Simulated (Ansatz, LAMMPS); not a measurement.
# Which site? O in place of S in Zn40S29Se11 with crystalline order left by the classical run (80 atoms): runs compared

At which site of Zn40S29Se11 with crystalline order left by the classical run (80 atoms) does O in place of S cost least, and what about the site decides it?

Computed with Ansatz 0.2.0: Kohn-Sham DFT, revPBE, PAW (set soft_2), plane waves.

### Step 1. The cell as built

The cell holds 80 atoms: 40 Zn, 29 S and 11 Se. Its edges and angles: a = 11.843 Å, b = 11.843 Å, c = 11.843 Å, α = 90.0°, β = 90.0°, γ = 90.0°. 80 atoms (40 Zn, 29 S, 11 Se) placed at random at 4.41 g/cm³, melted at 2500 K for 10 ps at fixed volume with the Stillinger-Weber II-VI potential (Zhou et al., Phys. Rev. B 88, 085309 (2013)). Quenched from 2500 K to 300 K at 4 K/ps and fixed volume, annealed at 800 K for 50 ps, held 5 ps.

What the set-up can't give: The quench rate of 4 K/ps is orders of magnitude faster than experiment, which tends to freeze in extra defects. The starting topology of bonds comes from the classical model, and needn't be the one that DFT or experiment would give. Only the Γ point is sampled, in a cell whose shortest periodic width is 12 Å.

### Step 2. The reference run

The reference is a single point at the end of the relaxation.

Every defect cell starts from the geometry of this run and is relaxed in the fixed cell.

Its input, with most atom lines left out:

```yaml
crystal:
  lattice:
    - [11.8432, 0.0, 0.0]
    - [0.0, 11.8432, 0.0]
    - [0.0, 0.0, 11.8432]
  atoms:
    - { symbol: Zn, position: [0.45717, 0.50117, 0.16531] }
    - { symbol: Zn, position: [0.46108, 0.01006, 0.15381] }
    - { symbol: Zn, position: [0.36308, 0.74615, 0.36244] }
    - { symbol: Zn, position: [0.16258, 0.49822, 0.2583] }
    - { symbol: Zn, position: [0.96523, 0.49639, 0.64948] }
    - { symbol: Zn, position: [0.15643, 0.00486, 0.26002] }
    - { symbol: Zn, position: [0.6651, 0.24607, 0.26272] }
    [... atom lines 8 to 80 left out ...]
kpoints:
  mp_grid: { grid: [1, 1, 1] }
hamiltonian:
  xc: revpbe
scf:
  occupations: { method: fermi_dirac, width: 0.025 }
output:
  forces: true
  stress: true
  populations: true
  dos:
    method: { smearing: { sigma: 0.08 } }
    de: 0.1
    projected: { site_lists: { S: [S], Se: [Se], Zn: [Zn] } }
  eigenvalues: true
  write_density: true
  write_potential: true
  volumetric_format: npy
  elf: true
```

- free energy per atom: -2742.6907 eV/atom
- r.m.s. force component: 0.0098 eV/Å
- pressure: 2.396 GPa

Filled and empty levels are parted by 1.68 eV (at Γ alone); a semilocal functional tends to put such gaps too low. In a disordered cell it changes from sample to sample, and tail or defect levels can set it.

### Step 3. The runs

Each row is one run, on 4 threads of Arm Neoverse V1, shared host. The free energy is the program's total, comparable only between runs with the same functional, potentials and atoms.

| run | atoms | outcome | ionic steps, all passes | free energy (eV) | time | host memory (GiB) |
| --- | --- | --- | --- | --- | --- | --- |
| Single point at the start | 80 | converged | - | -219413.811 | 24 s | 2.4 |
| Relaxation | 80 | converged | 4 | -219415.253 | 73 s | 2.4 |
| Single point at the relaxed geometry | 80 | converged | - | -219415.253 | 42 s | 2.4 |
| O on a site of S, site S68 | 80 | converged | 5 | -219077.767 | 2.5 min | 2.5 |
| O on a site of S, site S42 | 80 | converged | 5 | -219077.704 | 2.4 min | 2.5 |
| O on a site of S, site S62 | 80 | converged | 5 | -219077.652 | 2.3 min | 2.5 |

A closer look about site S68, the cheapest one, after relaxation: 10 atoms, nearest first, numbered in the order of the input, with positions taken from that point.

| atom | x | y | z | distance (Å) | bonds |
| --- | --- | --- | --- | --- | --- |
| O68 | 0.00 | 0.00 | -0.01 | 0.01 | 4 |
| Zn38 | 1.54 | 1.27 | -0.50 | 2.06 | 4 |
| Zn8 | 0.58 | -1.28 | 1.51 | 2.07 | 4 |
| Zn40 | -0.46 | -1.32 | -1.57 | 2.10 | 4 |
| Zn39 | -1.52 | 1.35 | 0.54 | 2.10 | 4 |
| S41 | -3.39 | 0.04 | 1.20 | 3.59 | 4 |
| S63 | -1.09 | 0.02 | -3.43 | 3.60 | 4 |
| Se78 | 1.22 | 0.03 | 3.51 | 3.71 | 4 |
| Se71 | 3.53 | 0.00 | -1.19 | 3.72 | 4 |
| S50 | -2.23 | -2.91 | -1.16 | 3.84 | 4 |

The column of bonds counts only the pairs Zn-S within 2.77 Å, Zn-Se within 2.88 Å, Zn-O within 2.50 Å; other neighbours, such as metal atoms beside each other in a compound, aren't counted, and periodic images can show an atom twice.

### Step 4. The sites compared

All these cells hold the same atoms, so their energies can be compared with no chemical potential.

| site | neighbours | mean distance (Å) | atoms within 6 Å | energy over the best site (eV) | before relaxation (eV) | gain on relaxing (eV) |
| --- | --- | --- | --- | --- | --- | --- |
| S68 | Zn4 | 2.36 | 38 | 0.00 | 0.00 | 0.90 |
| S42 | Zn4 | 2.36 | 39 | 0.06 | 0.04 | 0.88 |
| S62 | Zn4 | 2.37 | 38 | 0.12 | 0.07 | 0.86 |

Neighbours are those of the relaxed host within 2.77 Å (Zn-S); other pairs aren't counted.

### Step 5. Findings

The cheapest site is S68 (4 neighbours, Zn4); the dearest, S62 (4 neighbours, Zn4), costs 0.12 eV more. Relaxation gains 0.86 to 0.90 eV and leaves the best site the same.

**Limits.** Defects are neutral and interact with their images. In a disordered cell the relaxation can also rearrange atoms far from the site. Only 3 of the 29 S sites were tried; unless symmetry makes the others alike to these, a cheaper one may exist. The stress is far from hydrostatic: its diagonal is 4.2, -1.1, 4.2 GPa, compression counted positive. The pressure of 2.4 GPa shows the cell to be compressed for this functional.

The DFT runs together took 9.5 min of wall time.

[Logs are printed without paths, hosts, clocks, repeated set-up lines and the standing remarks that a program may print on its own settings, such as how far it seeks lower states.]

[Hosts, paths, dates, database ids (printed as entryN), source tags and the programs' standing remarks are cut or masked in the printed files.]
